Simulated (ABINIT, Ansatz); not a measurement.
# Be3N2 (P6_3/mmc): G0W0 on several meshes in ABINIT

Wanted: mesh dependence and cost of G0W0 for Be3N2 (P6_3/mmc).

Main program and level: ABINIT 10.8.3; PBEsol and many-body steps on it, plane waves.

**1. Starting point**

Symmetry: P6_3/mmc, No. 194, hexagonal system. Conventional cell: a = 2.842 Å, b = 2.842 Å, c = 9.747 Å, α = 90.00°, β = 90.00°, γ = 120.00°. Nearest to Be lie 4 N at 1.67 to 1.81 Å. Nearest to Be lie 3 N at 1.64 Å. Nearest to N lie 6 Be at 1.81 Å. Nearest to N lie 5 Be at 1.64 to 1.67 Å. Farther neighbours and most contacts between anions are not listed.

As a file:

```cif
data_structure
_symmetry_space_group_name_H-M 'P 1'
_symmetry_Int_Tables_number 1
_cell_length_a 2.8417
_cell_length_b 2.8417
_cell_length_c 9.7468
_cell_angle_alpha 90.000
_cell_angle_beta 90.000
_cell_angle_gamma 120.000
_cell_volume 68.16
loop_
_atom_site_label
_atom_site_type_symbol
_atom_site_fract_x
_atom_site_fract_y
_atom_site_fract_z
_atom_site_occupancy
Be1 Be 0.33333 0.66667 0.07849 1
Be2 Be 0.66667 0.33333 0.57849 1
Be3 Be 0.66667 0.33333 0.92151 1
Be4 Be 0.33333 0.66667 0.42151 1
Be5 Be 0.00000 0.00000 0.25000 1
Be6 Be 0.00000 0.00000 0.75000 1
N7 N 0.00000 0.00000 0.00000 1
N8 N 0.00000 0.00000 0.50000 1
N9 N 0.33333 0.66667 0.25000 1
N10 N 0.66667 0.33333 0.75000 1
```

The cell and positions are those that the Materials Project relaxed with its own functionals (PBE, PBE+U or r2SCAN), kept fixed.

**2. Empty states on the mesh, 3×3×1 mesh, 247 bands**

This step: ABINIT 10.8.3; DFT, PBEsol, plane waves, norm-conserving pseudopotentials.

The sums over transitions need many empty states on a uniform mesh; this step solves for them.

Input file run.abi:

```
acell 3*1.0 Angstrom
rprim 
  2.841679226310 0.000000000023 0.000000000000
  -1.420839613175 2.460966399380 0.000000000000
  0.000000000000 0.000000000000 9.746841010000
ntypat 2
znucl 4 7
natom 10
typat 1 1 1 1 1 1 2 2 2 2
xred 
  0.333333333333 0.666666666667 0.078485970000
  0.666666666667 0.333333333333 0.578485970000
  0.666666666667 0.333333333333 0.921514030000
  0.333333333333 0.666666666667 0.421514030000
  0.000000000000 0.000000000000 0.250000000000
  0.000000000000 0.000000000000 0.750000000000
  0.000000000000 0.000000000000 0.000000000000
  0.000000000000 0.000000000000 0.500000000000
  0.333333333333 0.666666666667 0.250000000000
  0.666666666667 0.333333333333 0.750000000000
pp_dirpath "pseudos"
pseudos "Be.upf, N.upf"
ecut 38
ngkpt 3 3 1
nshiftk 1
shiftk 0 0 0
kptopt 1
chksymbreak 0
iscf -2
irdden 1
istwfk *1
nband 247
nbdbuf 22
tolwfr 1e-09
nstep 60
prtvol 0
indata_prefix "in"
outdata_prefix "out"
tmpdata_prefix "tmp"
```

On the command line:

```sh
> OMP_NUM_THREADS=1 mpirun -n 4 abinit run.abi > log
```

Numbers of over 12 decimals in the logs are rounded to 6 here.

Log:

```text
.Version 10.8.3 of ABINIT. v10.8.2 released Aug 2026.

 Symmetries : space group P6_3/m m c (#194); Bravais hP (primitive hexag.)
[... echo of the input left out ...]
== DATASET  1 ==================================================================
-   mpi_nproc: 4, omp_nthreads: 1 (-1 if OMP is not activated)
-    --> not optimal distribution: autoparal keyword recommended in input file <--

--- !DatasetInfo
iteration_state: {dtset: 1, }
dimensions: {natom: 10, nkpt: 3, mband: 247, nsppol: 1, nspinor: 1, nspden: 1, mpw: 5169, }
cutoff_energies: {ecut:  38.0, pawecutdg:  -1.0, }
[...]
4.08115    4.10535    4.10535    4.11637    4.13646    4.13646    4.15431    4.15431
   4.18794    4.18794    4.21944    4.23318    4.23318    4.27045    4.27054    4.28392
   4.28410    4.28899    4.29836    4.29846    4.30062    4.30286    4.34596
 prteigrs : prtvol=0 or 1, do not print more k-points.

== END DATASET(S) ==============================================================
================================================================================

 -outvars: echo values of variables after computation  --------
            nband         247
             nkpt           3
          spgroup         194
 [... the other variables as echoed above ...]

 Calculation completed.
```

Elapsed: 100 s, on 4 MPI ranks of Intel Xeon Platinum 8375C at 2.90GHz (Ice Lake), shared host; peak memory 0.43 GiB.

Numbers from this step:

```
gap                                                           : 4.575 eV
k of the valence top                                          : 0, 0, 0
k of the conduction bottom                                    : 0.3333, 0, 0
least direct gap                                              : 5.649 eV
k points computed                                             : 3
lowest point of the top converged band, above the valence top : 105.3404 eV
```

On this mesh the gap is 4.575 eV.

The density comes from a self-consistent run that is not shown.

**3. Screening, 3×3×1 mesh, 104 bands, screening to 141.5 eV**

The RPA dielectric matrix is built and inverted for each q.

This step: RPA screening on PBEsol, plane waves, norm-conserving pseudopotentials.

Edit run.abi of step 2 so:

```diff
@@ -28,10 +28,11 @@
 chksymbreak 0
-iscf -2
-irdden 1
 istwfk *1
-nband 247
-nbdbuf 22
-tolwfr 1e-09
-nstep 60
-prtvol 0
+occopt 1
+irdwfk 1
+optdriver 3
+nband 104
+ecuteps 5.2
+inclvkb 2
+awtr 1
+symchi 1
 indata_prefix "in"
```

Log:

```text
.Version 10.8.3 of ABINIT. v10.8.2 released Aug 2026.

 Symmetries : space group P6_3/m m c (#194); Bravais hP (primitive hexag.)
[... echo of the input left out ...]
== DATASET  1 ==================================================================
-   mpi_nproc: 4, omp_nthreads: 1 (-1 if OMP is not activated)

--- !DatasetInfo
iteration_state: {dtset: 1, }
dimensions: {natom: 10, nkpt: 3, mband: 104, nsppol: 1, nspinor: 1, nspden: 1, mpw: 5169, }
cutoff_energies: {ecut:  38.0, pawecutdg:  -1.0, }
electrons: {nelect:   4.40000000E+01, charge:   0.00000000E+00, occopt:   1.00000000E+00, tsmear:   1.00000000E-02, }

 SCREENING: Calculation of the susceptibility and dielectric matrices

 Based on a program developped by R.W. Godby, V. Olevano, G. Onida, and L. Reining.
 Incorporated in ABINIT by V. Olevano, G.-M. Rignanese, and M. Torrent.
.Using double precision arithmetic ; gwpc =  8

[... cell and pseudopotentials left out ...]
--------------------------------------------------------------------------------

 ==== K-mesh for the wavefunctions ====
 Number of points in the irreducible wedge :     3
[... list of points left out ...]
 Together with 24 symmetry operations and time-reversal symmetry
 yields     9 points in the full Brillouin Zone.

 ==== Q-mesh for the screening function ====
 Number of points in the irreducible wedge :     3
[... list of points left out ...]
 Together with 24 symmetry operations and time-reversal symmetry
 yields     9 points in the full Brillouin Zone.

 setmesh: FFT mesh size selected  =    18x   18x   72
          total number of points  =        23328

 vcoul_init : cutoff-mode = AUXILIARY_FUNCTION
 q-points for optical limit:   1
     1)      0.000010    0.000020    0.000030

- screening: taking advantage of time-reversal symmetry
- Maximum band index for partially occupied states nbvw = 22
- Remaining bands to be divided among processors   nbcw = 82
- Number of bands treated by each node ~20

 Number of electrons calculated from density =   44.0000; Expected =   44.0000
 average of density, n =  0.095656
 r_s =    1.3564
 omega_plasma =   29.8340 [eV]

 calculating chi0 at frequencies [eV] :
  1    0.000000E+00    0.000000E+00
  2    0.000000E+00    2.983399E+01

--------------------------------------------------------------------------------
  q-point number  1        q = ( 0.000000, 0.000000, 0.000000) [r.l.u.]
--------------------------------------------------------------------------------
[... chi0 elements left out ...]
 For q-point:  0.000010 0.000020 0.000030
  dielectric constant =   5.1131
  dielectric constant without local fields =   5.5492

  Average fulfillment of the sum rule on Im[epsilon] for q-point    1 :     65.96  [%]
[... wings left out ...]
  q-point number  2        q = ( 0.333333, 0.000000, 0.000000) [r.l.u.]
--------------------------------------------------------------------------------
[... chi0 elements left out ...]
  Average fulfillment of the sum rule on Im[epsilon] for q-point    2 :     63.01  [%]

 [... 1 further q-points ...]
```

Elapsed: 18 s, on 4 MPI ranks; peak memory 0.66 GiB; 72 s of CPU time.

This step gave:

| Quantity | Value |
| --- | --- |
| ε∞ with local fields, on this mesh, along the program's q direction | 5.113 |
| the same without local fields | 5.549 |
| plasma frequency | 29.83 eV |
| plane waves in the screening matrix | 265 |

Local fields lower ε∞ by 8 %. On a Γ-centred mesh this coarse the value itself is usually too large, while a short band sum pulls it down.

**4. 3×3×1**

The self-energy is evaluated for the states that the input lists, and the levels follow from it, in one-shot runs by the linearised quasiparticle equation.

This step: G0W0 on PBEsol, plane waves, norm-conserving pseudopotentials.

Edit run.abi of step 3 so:

```diff
@@ -31,8 +31,17 @@
 irdwfk 1
-optdriver 3
+optdriver 4
 nband 104
+gwcalctyp 0
+ecutsigx 38
+symsigma 1
+nkptgw 2
+kptgw 
+  0.0000000000 0.0000000000 0.0000000000
+  0.3333333333 0.0000000000 0.0000000000
+bdgw 
+  21 24
+  21 24
 ecuteps 5.2
-inclvkb 2
-awtr 1
-symchi 1
+irdscr 1
+ppmodel 1
 indata_prefix "in"
```

Log:

```text
.Version 10.8.3 of ABINIT. v10.8.2 released Aug 2026.

 Symmetries : space group P6_3/m m c (#194); Bravais hP (primitive hexag.)
[... echo of the input left out ...]
== DATASET  1 ==================================================================
-   mpi_nproc: 4, omp_nthreads: 1 (-1 if OMP is not activated)

--- !DatasetInfo
iteration_state: {dtset: 1, }
dimensions: {natom: 10, nkpt: 3, mband: 104, nsppol: 1, nspinor: 1, nspden: 1, mpw: 5169, }
cutoff_energies: {ecut:  38.0, pawecutdg:  -1.0, }
electrons: {nelect:   4.40000000E+01, charge:   0.00000000E+00, occopt:   1.00000000E+00, tsmear:   1.00000000E-02, }

 SIGMA: Calculation of the GW corrections

 Based on a program developped by R.W. Godby, V. Olevano, G. Onida, and L. Reining.
 Incorporated in ABINIT by V. Olevano, G.-M. Rignanese, and M. Torrent.
.Using double precision arithmetic ; gwpc =  8

[... cell and pseudopotentials left out ...]
--------------------------------------------------------------------------------

 ==== K-mesh for the wavefunctions ====
 Number of points in the irreducible wedge :     3
[... list of points left out ...]
 Together with 24 symmetry operations and time-reversal symmetry
 yields     9 points in the full Brillouin Zone.

 ==== Q-mesh for screening function ====
 Number of points in the irreducible wedge :     3
[... list of points left out ...]
 Together with 24 symmetry operations and time-reversal symmetry
 yields     9 points in the full Brillouin Zone.

 vcoul_init : cutoff-mode = AUXILIARY_FUNCTION
 q-points for optical limit:   1
     1)      0.000010    0.000020    0.000030
 setmesh: FFT mesh size selected  =    25x   25x  108
          total number of points  =        67500

 Number of electrons calculated from density =   44.0000; Expected =   44.0000
 average of density, n =  0.095656
 r_s =    1.3564
 omega_plasma =   29.8340 [eV]

 === KS Band Gaps ===
  >>>> For spin  1
   Minimum direct gap =   5.6488 [eV], located at k-point      :   0.3333  0.0000  0.0000
   Fundamental gap    =   4.5748 [eV], Top of valence bands at :   0.0000  0.0000  0.0000
                                       Bottom of conduction at :   0.3333  0.0000  0.0000
 SIGMA fundamental parameters:
 PLASMON POLE MODEL  1
 number of plane-waves for SigmaX                 5169
 number of plane-waves for SigmaC and W            265
 number of plane-waves for wavefunctions          5169
 number of bands                                   104
 number of independent spin polarizations            1
 number of spinorial components                      1
 number of k-points in IBZ                           3
 number of q-points in IBZ                           3
 number of symmetry operations                      24
 number of k-points in BZ                            9
 number of q-points in BZ                            9
 number of frequencies for dSigma/dE                 9
 frequency step for dSigma/dE [eV]                0.25
 number of omega for Sigma on real axis              0
 max omega for Sigma on real axis  [eV]           0.00
 zcut for avoiding poles [eV]                     0.10

 EPSILON^-1 parameters (SCR file):
 dimension of the eps^-1 matrix on file            265
 dimension of the eps^-1 matrix used               265
 number of plane-waves for wavefunctions          5169
 number of bands                                   104
 number of q-points in IBZ                           3
 number of frequencies                               2
 number of real frequencies                          1
 number of imag frequencies                          1

 matrix elements of self-energy operator (all in [eV])

 Perturbative Calculation

--- !SelfEnergy_ee
iteration_state: {dtset: 1, }
kpoint     : [   0.000,    0.000,    0.000, ]
spin       : 1
KS_gap     :    6.089
QP_gap     :    7.649
Delta_QP_KS:    1.560
data: !SigmaeeData |
     Band     E0 <VxcDFT>   SigX SigC(E0)      Z dSigC/dE  Sig(E)    E-E0       E
       21   5.713 -17.596 -21.913   3.785   0.807  -0.239 -18.025  -0.429   5.285
       22   5.713 -17.596 -21.913   3.785   0.807  -0.239 -18.025  -0.429   5.285
       23  11.803 -13.756  -7.988  -4.393   0.822  -0.216 -12.625   1.131  12.934
       24  12.792 -14.083  -7.729  -4.701   0.818  -0.222 -12.731   1.352  14.144

--- !SelfEnergy_ee
iteration_state: {dtset: 1, }
kpoint     : [   0.333,    0.000,    0.000, ]
spin       : 1
KS_gap     :    5.649
QP_gap     :    7.273
Delta_QP_KS:    1.624
data: !SigmaeeData |
     Band     E0 <VxcDFT>   SigX SigC(E0)      Z dSigC/dE  Sig(E)    E-E0       E
       21   4.383 -16.476 -20.583   3.529   0.806  -0.240 -16.942  -0.466   3.917
       22   4.639 -16.964 -21.515   3.873   0.806  -0.241 -17.510  -0.546   4.093
       23  10.288 -11.928  -6.601  -4.040   0.838  -0.194 -10.850   1.078  11.366
       24  11.621 -12.067  -6.489  -4.193   0.836  -0.196 -10.909   1.158  12.780

== END DATASET(S) ==============================================================
================================================================================

 -outvars: echo values of variables after computation  --------
           etotal      0.0000000000E+00
            nband         104
             nkpt           3
          spgroup         194
 [... the other variables as echoed above ...]

 Calculation completed.
```

Elapsed: 10 s, on 4 MPI ranks; peak memory 0.58 GiB.

This step gave:

- G0W0 gap on the points computed: 6.081 eV
- starting gap on the mesh: 4.575 eV
- k of the valence top: 0, 0, 0
- k of the conduction bottom: 0.3333, 0, 0
- Z at the valence top: 0.807
- Z at the conduction bottom: 0.838
- least direct G0W0 gap on the computed points: 7.273 eV

The gap on the mesh goes from 4.58 eV to 6.08 eV, a correction of +1.51 eV.

**5. Empty states on the mesh, 6×6×2 mesh, 114 bands**

This step: DFT, PBEsol, plane waves, norm-conserving pseudopotentials.

Edit run.abi of step 4 so:

```diff
@@ -23,3 +23,3 @@
 ecut 38
-ngkpt 3 3 1
+ngkpt 6 6 2
 nshiftk 1
@@ -28,20 +28,10 @@
 chksymbreak 0
+iscf -2
+irdden 1
 istwfk *1
-occopt 1
-irdwfk 1
-optdriver 4
-nband 104
-gwcalctyp 0
-ecutsigx 38
-symsigma 1
-nkptgw 2
-kptgw 
-  0.0000000000 0.0000000000 0.0000000000
-  0.3333333333 0.0000000000 0.0000000000
-bdgw 
-  21 24
-  21 24
-ecuteps 5.2
-irdscr 1
-ppmodel 1
+nband 114
+nbdbuf 10
+tolwfr 1e-09
+nstep 60
+prtvol 0
 indata_prefix "in"
```

Log:

```text
.Version 10.8.3 of ABINIT. v10.8.2 released Aug 2026.

 Symmetries : space group P6_3/m m c (#194); Bravais hP (primitive hexag.)
[... echo of the input left out ...]
== DATASET  1 ==================================================================
-   mpi_nproc: 4, omp_nthreads: 1 (-1 if OMP is not activated)

--- !DatasetInfo
iteration_state: {dtset: 1, }
dimensions: {natom: 10, nkpt: 14, mband: 114, nsppol: 1, nspinor: 1, nspden: 1, mpw: 5176, }
cutoff_energies: {ecut:  38.0, pawecutdg:  -1.0, }
[...]
2.31535    2.31535    2.37636    2.37636    2.38364    2.38364    2.39073    2.39073
   2.41223    2.41223    2.44345    2.44513    2.47715    2.47718    2.48222    2.51715
   2.51791    2.52714
 prteigrs : prtvol=0 or 1, do not print more k-points.

== END DATASET(S) ==============================================================
================================================================================

 -outvars: echo values of variables after computation  --------
            nband         114
             nkpt          14
          spgroup         194
 [... the other variables as echoed above ...]

 Calculation completed.
```

It took 1.9 min on 4 MPI ranks; peak memory 0.48 GiB; 7.5 min of CPU time.

Numbers from this step:

```
gap                                                           : 3.248 eV
k of the valence top                                          : 0, 0, 0
k of the conduction bottom                                    : 0.5, 0, 0
least direct gap                                              : 4.645 eV
k points computed                                             : 14
lowest point of the top converged band, above the valence top : 51.8222 eV
```

On this mesh the gap is 3.248 eV.

**6. Screening, 6×6×2 mesh, 104 bands, screening to 141.5 eV**

This step: RPA screening on PBEsol, plane waves, norm-conserving pseudopotentials.

Edit run.abi of step 5 so:

```diff
@@ -28,10 +28,11 @@
 chksymbreak 0
-iscf -2
-irdden 1
 istwfk *1
-nband 114
-nbdbuf 10
-tolwfr 1e-09
-nstep 60
-prtvol 0
+occopt 1
+irdwfk 1
+optdriver 3
+nband 104
+ecuteps 5.2
+inclvkb 2
+awtr 1
+symchi 1
 indata_prefix "in"
```

Log:

```text
.Version 10.8.3 of ABINIT. v10.8.2 released Aug 2026.

 Symmetries : space group P6_3/m m c (#194); Bravais hP (primitive hexag.)
[... echo of the input left out ...]
== DATASET  1 ==================================================================
-   mpi_nproc: 4, omp_nthreads: 1 (-1 if OMP is not activated)

--- !DatasetInfo
iteration_state: {dtset: 1, }
dimensions: {natom: 10, nkpt: 14, mband: 104, nsppol: 1, nspinor: 1, nspden: 1, mpw: 5176, }
cutoff_energies: {ecut:  38.0, pawecutdg:  -1.0, }
electrons: {nelect:   4.40000000E+01, charge:   0.00000000E+00, occopt:   1.00000000E+00, tsmear:   1.00000000E-02, }

 SCREENING: Calculation of the susceptibility and dielectric matrices

 Based on a program developped by R.W. Godby, V. Olevano, G. Onida, and L. Reining.
 Incorporated in ABINIT by V. Olevano, G.-M. Rignanese, and M. Torrent.
.Using double precision arithmetic ; gwpc =  8

[... cell and pseudopotentials left out ...]
--------------------------------------------------------------------------------

 ==== K-mesh for the wavefunctions ====
 Number of points in the irreducible wedge :    14
[... list of points left out ...]
 Together with 24 symmetry operations and time-reversal symmetry
 yields    72 points in the full Brillouin Zone.

 ==== Q-mesh for the screening function ====
 Number of points in the irreducible wedge :    14
[... list of points left out ...]
 Together with 24 symmetry operations and time-reversal symmetry
 yields    72 points in the full Brillouin Zone.

 setmesh: FFT mesh size selected  =    18x   18x   72
          total number of points  =        23328

 vcoul_init : cutoff-mode = AUXILIARY_FUNCTION
 q-points for optical limit:   1
     1)      0.000010    0.000020    0.000030

- screening: taking advantage of time-reversal symmetry
- Maximum band index for partially occupied states nbvw = 22
- Remaining bands to be divided among processors   nbcw = 82
- Number of bands treated by each node ~20

 Number of electrons calculated from density =   44.0000; Expected =   44.0000
 average of density, n =  0.095656
 r_s =    1.3564
 omega_plasma =   29.8340 [eV]

 calculating chi0 at frequencies [eV] :
  1    0.000000E+00    0.000000E+00
  2    0.000000E+00    2.983399E+01

--------------------------------------------------------------------------------
  q-point number  1        q = ( 0.000000, 0.000000, 0.000000) [r.l.u.]
--------------------------------------------------------------------------------
[... chi0 elements left out ...]
 For q-point:  0.000010 0.000020 0.000030
  dielectric constant =   4.4211
  dielectric constant without local fields =   4.7980

  Average fulfillment of the sum rule on Im[epsilon] for q-point    1 :     65.98  [%]
[... wings left out ...]
  q-point number  2        q = ( 0.166667, 0.000000, 0.000000) [r.l.u.]
--------------------------------------------------------------------------------
[... chi0 elements left out ...]
  Average fulfillment of the sum rule on Im[epsilon] for q-point    2 :     69.72  [%]

 [... 12 further q-points ...]
```

Wall time 3.9 min (4 MPI ranks); peak memory 1.5 GiB.

This step gave:

| Item | Value |
| --- | --- |
| ε∞ with local fields, on this mesh, along the program's q direction | 4.421 |
| the same without local fields | 4.798 |
| plasma frequency | 29.83 eV |
| plane waves in the screening matrix | 265 |

[end of part 1 of 2]

[Paths, hosts, dates, memory and timing lines, banners, echoed tables and standing remarks are left out of the program output.]

[Logs are printed without paths, hosts, clocks, repeated set-up lines and the standing remarks that a program may print on its own settings, such as how far it seeks lower states.]

[Runs of the session that timed out or met a known fault of the program may be left out.]

[Hosts, paths, dates, database ids (printed as entryN), source tags and the programs' standing remarks are cut or masked in the printed files.]

[G0W0 gaps are taken among the corrected bands and points alone; a level outside them can change the order at an edge.]

[Where Ansatz stands beside ABINIT at settings called matched, ABINIT's density can come from a denser mesh and the files from another edition; pairs whose starting gaps differed by over 0.03 eV were left out, so agreement reads better than it is.]
